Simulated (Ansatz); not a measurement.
# Resistivity from frozen vibrations: Al(111) with 4 thermally displaced layers, 2x2, part 2 of 2

Aim: the resistivity of Al at 900 K from frozen thermal displacements between perfect leads.

Ansatz 0.2.0; Ansatz plane-wave DFT, PBE, PAW files; ballistic transport by layer matching (Landauer), zero bias; PAW set soft_1.

So far, open channels per spin nearest the Fermi level: step 2 (with 4 displaced layers) 5.41.

## (4) With 12 displaced layers

Each atom of 12 layers is moved at random, by amounts drawn from a normal law 0.1633 Å wide in each direction from the Debye model (428 K) at 900 K. A fresh draw is used; the growth of the resistance with length is what counts.

System of this step: Al(111) with 12 thermally displaced layers, 2x2. The cell holds 72 atoms: 72 Al. Cell: a = 5.725 Å, b = 5.725 Å, c = 42.068 Å, α = 90.0°, β = 90.0°, γ = 120.0°. It derives from Al. Regions: lead, 24 atoms (24 Al); scattering region, 48 atoms (48 Al). The structure is stacked along c, and the current runs across the ab planes.

input.yaml reads:

```yaml
crystal:
  lattice:
    - [5.7246940741, 0.0, 0.0]
    - [-2.862347037, 4.957730497, 0.0]
    - [0.0, 0.0, 42.0677382451]
  atoms:
    - { symbol: Al, position: [0.0, 0.0, 0.0277777778] }
    - { symbol: Al, position: [0.0, 0.5, 0.0277777778] }
    - { symbol: Al, position: [0.5, 0.0, 0.0277777778] }
    - { symbol: Al, position: [0.5, 0.5, 0.0277777778] }
    - { symbol: Al, position: [0.1666666667, 0.3333333333, 0.0833333333] }
    - { symbol: Al, position: [0.1666666667, 0.8333333333, 0.0833333333] }
    - { symbol: Al, position: [0.6666666667, 0.3333333333, 0.0833333333] }
    - { symbol: Al, position: [0.6666666667, 0.8333333333, 0.0833333333] }
    - { symbol: Al, position: [0.3333333333, 0.1666666667, 0.1388888889] }
    - { symbol: Al, position: [0.3333333333, 0.6666666667, 0.1388888889] }
    - { symbol: Al, position: [0.8333333333, 0.1666666667, 0.1388888889] }
    - { symbol: Al, position: [0.8333333333, 0.6666666667, 0.1388888889] }
    - { symbol: Al, position: [0.9854213744, 0.0012519343, 0.1933002613] }
    - { symbol: Al, position: [0.0378683554, 0.5544537483, 0.194655776] }
    - { symbol: Al, position: [0.5227867315, 0.0834527471, 0.1905854551] }
    - { symbol: Al, position: [0.4997785923, 0.4995141378, 0.1895133818] }
    - { symbol: Al, position: [0.206760747, 0.3683439222, 0.2496826385] }
    - { symbol: Al, position: [0.1656237963, 0.8279685462, 0.2431628654] }
    - { symbol: Al, position: [0.6531375135, 0.292383012, 0.24628616] }
    - { symbol: Al, position: [0.6932199765, 0.8637976391, 0.2466348942] }
    - { symbol: Al, position: [0.3949517197, 0.2248583895, 0.3062219643] }
    - { symbol: Al, position: [0.3345318245, 0.6733751101, 0.3040035518] }
    - { symbol: Al, position: [0.8196818914, 0.1879553059, 0.3083536894] }
    - { symbol: Al, position: [0.8125350322, 0.653452622, 0.30315315] }
    - { symbol: Al, position: [0.964244135, 0.9682520735, 0.3552830157] }
    - { symbol: Al, position: [0.020108847, 0.488569477, 0.3613861189] }
    - { symbol: Al, position: [0.5431526774, 0.9841182891, 0.3633533153] }
    - { symbol: Al, position: [0.4513831046, 0.4794739528, 0.3637978177] }
    - { symbol: Al, position: [0.1357112036, 0.2863101357, 0.4107247756] }
    - { symbol: Al, position: [0.1607543787, 0.8026375255, 0.4192677243] }
    - { symbol: Al, position: [0.6688863449, 0.3226174318, 0.4163801571] }
    - { symbol: Al, position: [0.6881032848, 0.8341264265, 0.41297951] }
    - { symbol: Al, position: [0.336586171, 0.154828621, 0.4712977421] }
    - { symbol: Al, position: [0.3543788912, 0.6770562848, 0.4760936791] }
    - { symbol: Al, position: [0.8202798991, 0.1515443172, 0.4708867207] }
    - { symbol: Al, position: [0.8305061813, 0.6402490123, 0.4708126663] }
    - { symbol: Al, position: [0.963334389, 0.9745658438, 0.5270696644] }
    - { symbol: Al, position: [0.0612803872, 0.4874244767, 0.528740959] }
    - { symbol: Al, position: [0.4996140248, 0.994204939, 0.5278794214] }
    - { symbol: Al, position: [0.5503934693, 0.4914679505, 0.5338602237] }
    - { symbol: Al, position: [0.1706439732, 0.3052357644, 0.5808604224] }
    - { symbol: Al, position: [0.1362216337, 0.7982768969, 0.5876813998] }
    - { symbol: Al, position: [0.6865939815, 0.3502956322, 0.5794336201] }
    - { symbol: Al, position: [0.670955958, 0.8160313808, 0.5925341756] }
    - { symbol: Al, position: [0.3353012045, 0.1757314539, 0.6404561134] }
    - { symbol: Al, position: [0.3138159305, 0.654084255, 0.6373953904] }
    - { symbol: Al, position: [0.8452852204, 0.1432447041, 0.6382801824] }
    - { symbol: Al, position: [0.8358690135, 0.6535012392, 0.6337188643] }
    - { symbol: Al, position: [0.9601210693, 0.9865922877, 0.6907791096] }
    - { symbol: Al, position: [0.0268594425, 0.5003705813, 0.6943286073] }
    - { symbol: Al, position: [0.4801640875, 0.0166328938, 0.6930715799] }
    - { symbol: Al, position: [0.4630525819, 0.4792951712, 0.7034059188] }
    - { symbol: Al, position: [0.1355399934, 0.3052708349, 0.7543110563] }
    - { symbol: Al, position: [0.1821318079, 0.8238649132, 0.7551595175] }
    - { symbol: Al, position: [0.6179261064, 0.3176423805, 0.7437719652] }
    - { symbol: Al, position: [0.7045985269, 0.8342364357, 0.7597001766] }
    - { symbol: Al, position: [0.3529698046, 0.1813424208, 0.8012270759] }
    - { symbol: Al, position: [0.2917861693, 0.650222423, 0.8088366975] }
    - { symbol: Al, position: [0.7647752965, 0.0892565955, 0.8085821015] }
    - { symbol: Al, position: [0.8416084797, 0.6355435715, 0.8069857666] }
    - { symbol: Al, position: [0.0, 0.0, 0.8611111111] }
    - { symbol: Al, position: [0.0, 0.5, 0.8611111111] }
    - { symbol: Al, position: [0.5, 0.0, 0.8611111111] }
    - { symbol: Al, position: [0.5, 0.5, 0.8611111111] }
    - { symbol: Al, position: [0.1666666667, 0.3333333333, 0.9166666667] }
    - { symbol: Al, position: [0.1666666667, 0.8333333333, 0.9166666667] }
    - { symbol: Al, position: [0.6666666667, 0.3333333333, 0.9166666667] }
    - { symbol: Al, position: [0.6666666667, 0.8333333333, 0.9166666667] }
    - { symbol: Al, position: [0.3333333333, 0.1666666667, 0.9722222222] }
    - { symbol: Al, position: [0.3333333333, 0.6666666667, 0.9722222222] }
    - { symbol: Al, position: [0.8333333333, 0.1666666667, 0.9722222222] }
    - { symbol: Al, position: [0.8333333333, 0.6666666667, 0.9722222222] }
kpoints:
  mp_grid: { grid: [5, 5, 1] }
hamiltonian:
  xc: pbe
  pseudopotentials: { kind: paw, azcp: { folder: soft_1 } }
scf:
  occupations: { method: fermi_dirac, width: 0.1 }
output:
  transmission:
    leads: [[0, 4]]
    kmesh: [10, 10]
    e_range: [-0.05, 0.05]
    de: 0.05
  write_potential: true
  write_density: true
  volumetric_format: npy
```

Command:

```bash
> ansatz run input.yaml --threads 4 --pin off --max-ram 15360MiB --backend cpu --events-out ev --progress --plain --runs-dir out
```

Numbers of over 12 decimals in the logs are rounded to 6 here.

The log of the run:

```text
[...]
Crystal: 72 atoms, lattice volume = 1193.945 Å³
Basis set: ecut = 420 eV, 23469 PW (Γ)
Bands: 180, of which v1, the nominal top of the filled ones, is band 108 counted from 1 (107 counted from 0)
Symmetry: 1 space group operations
[...]
k-points: 13 of 25 (time reversal used)
[...]
SCF iter   1: F=—  HF=-38697.419855 eV  |F-HF|=—  |Δ(HF+E_count)|=         —  Δρ=2.54e-2  dr2=1.41e1  ethr=3.10e-3  ⟨swp⟩=6.2  Hψ=10972  notcnv=0  defer=117
[...]
SCF iter   8: F=-38693.500575 eV  HF=-38693.500575 eV  |F-HF|=3.32e-9  |Δ(HF+E_count)|=   1.19e-8  Δρ=5.38e-7  dr2=6.37e-9  ethr=4.63e-11  ⟨swp⟩=12.8  Hψ=8548  notcnv=0
SCF 1 converged in 8 iterations: F = -38693.500575 eV  dr2 = 6.37e-9
[...]
transmission: 273 of 2704 steps passed
transmission: 549 of 2704 steps passed
[...]
transmission: 2704 of 2704 steps passed
SCF converged after 8 iterations
Free energy (F): -38693.500575 eV
[...]
Internal energy: -38692.355326 eV  (E = F + TS)
E sigma→0 (E₀):  -38692.927950 eV
Entropy (-TS):   -1.145249 eV (-15.906 meV/atom)
Fermi energy:    7.911729 eV
[...]
--- Band table (eV; the first three rows and the last of 13) ---
  k-point 0: bands = [... 104 lower, 6.6200, 6.6760, 6.6981, 6.7411, 6.8003, 6.8520, 6.9153, 6.9489, ... 68 higher]
  k-point 1: bands = [... 104 lower, 6.9163, 6.9990, 7.0423, 7.1204, 7.1570, 7.2096, 7.2859, 7.3990, ... 68 higher]
  k-point 2: bands = [... 104 lower, 7.9229, 7.9656, 7.9914, 8.0417, 8.0848, 8.1237, 8.1418, 8.1811, ... 68 higher]
  k-point 12: bands = [... 104 lower, 7.6693, 7.8003, 7.8439, 7.8835, 7.9145, 7.9678, 8.0095, 8.0347, ... 68 higher]
--- Transmission ---
  basis      : 253 plane waves across, 52 finite elements along
  points     : 52, standing for a mesh of 10 x 10
[...]
channels       : 5.590000e0 a spin
[...]
junction   : crystal 0 to crystal 0, 0.70 to 40.43 Å
    transmission   : 4.025233e0 a spin
[...]
```

Wall time 22 min (4 threads of Arm Neoverse N1, shared host); peak memory 4.9 GiB; 73 min of CPU time.

This step gave:

- free energy: -38693.5006 eV
- energy at zero smearing: -38692.9280 eV
- Fermi energy: 7.912 eV
- transmission per spin nearest the Fermi level: 4.025
- open channels per spin nearest the Fermi level: 5.59
- step of the lead's potential: 10 meV

Per spin. The transmission, zone mean by energy, zero at the Fermi level:

```csv
energy (eV),"transmission, zone mean"
-0.0500,3.88
0.0000,4.03
0.0500,3.99
```

Over the solved energies the transmission per spin lies between 3.88 and 4.03, out of 5.49 channels of the lead on average (up to 5.59).

## (5) Resistance against length

This step: Ansatz plane-wave DFT, PBE, PAW files; ballistic transport by layer matching (Landauer), zero bias; resistivity from the slope of the area resistance; PAW set soft_1 (Ansatz 0.2.0).

This step gave:

```
resistivity           : 5.945 µΩ cm
intercept             : 0.1080 fΩ m²
scatter about the fit : 0.02571 fΩ m²
```

Resistance, by row:

```csv
run,length (Å),T,channels N,RA (fΩ m²)
n4,9.348,4.467,5.43,0.1454
n8,18.7,3.935,5.423,0.2556
n12,28.05,3.965,5.49,0.2566
```

Table of area resistance by length of the displaced region:

```csv
length of the displaced region (Å),area resistance (fΩ m²)
9.35,0.145
18.70,0.256
28.05,0.257
```

The area resistance goes from 0.15 to 0.26 fΩ m² between 9.3 and 28.0 Å, a slope of 5.9 µΩ cm.

By hand from the end points: (0.2566 − 0.1454) fΩ m² / (28.05 − 9.35) Å = 5.9 µΩ cm, since 1 fΩ m² per Å is 1000 µΩ cm.

## (6) Results

```yaml
resistivity_from_the_slope: 5.95 µΩ cm
area_resistance_over_9p35_a: 0.145 fΩ m²
area_resistance_over_18p7_a: 0.256 fΩ m²
area_resistance_over_28p0_a: 0.257 fΩ m²
```

**Reading.** The slope gives 5.9 µΩ cm. The points scatter by 0.026 fΩ m² about the line, with one random draw a length in a 2x2 cell, so the slope is a rough value. The mean square of the displacements drawn is 1.4, 0.94 and 0.84 of the nominal one at the three lengths; with each resistance scaled back by that, the slope is 11 µΩ cm, the value used below. The lead's own channel count moves between the runs (5.43, 5.42 and 5.49), which shifts RA and the slope too. Read with a model of isotropic scattering on a spherical Fermi surface and the lead's 1.5×10¹⁵ S/m², this slope means a mean free path near 51 Å; over these lengths the model's slope is 1.07 times its bulk resistivity, which would be 9.9 µΩ cm. Uncorrelated displacements put too much weight on short waves, which scatter strongly; with the sideways repeat of a small cell, one draw and three short lengths, the method is good to a factor of two or three.

[Logs are printed without paths, hosts, clocks, repeated set-up lines and the standing remarks that a program may print on its own settings, such as how far it seeks lower states.]

[Hosts, paths, dates, database ids (printed as entryN), source tags and the programs' standing remarks are cut or masked in the printed files.]
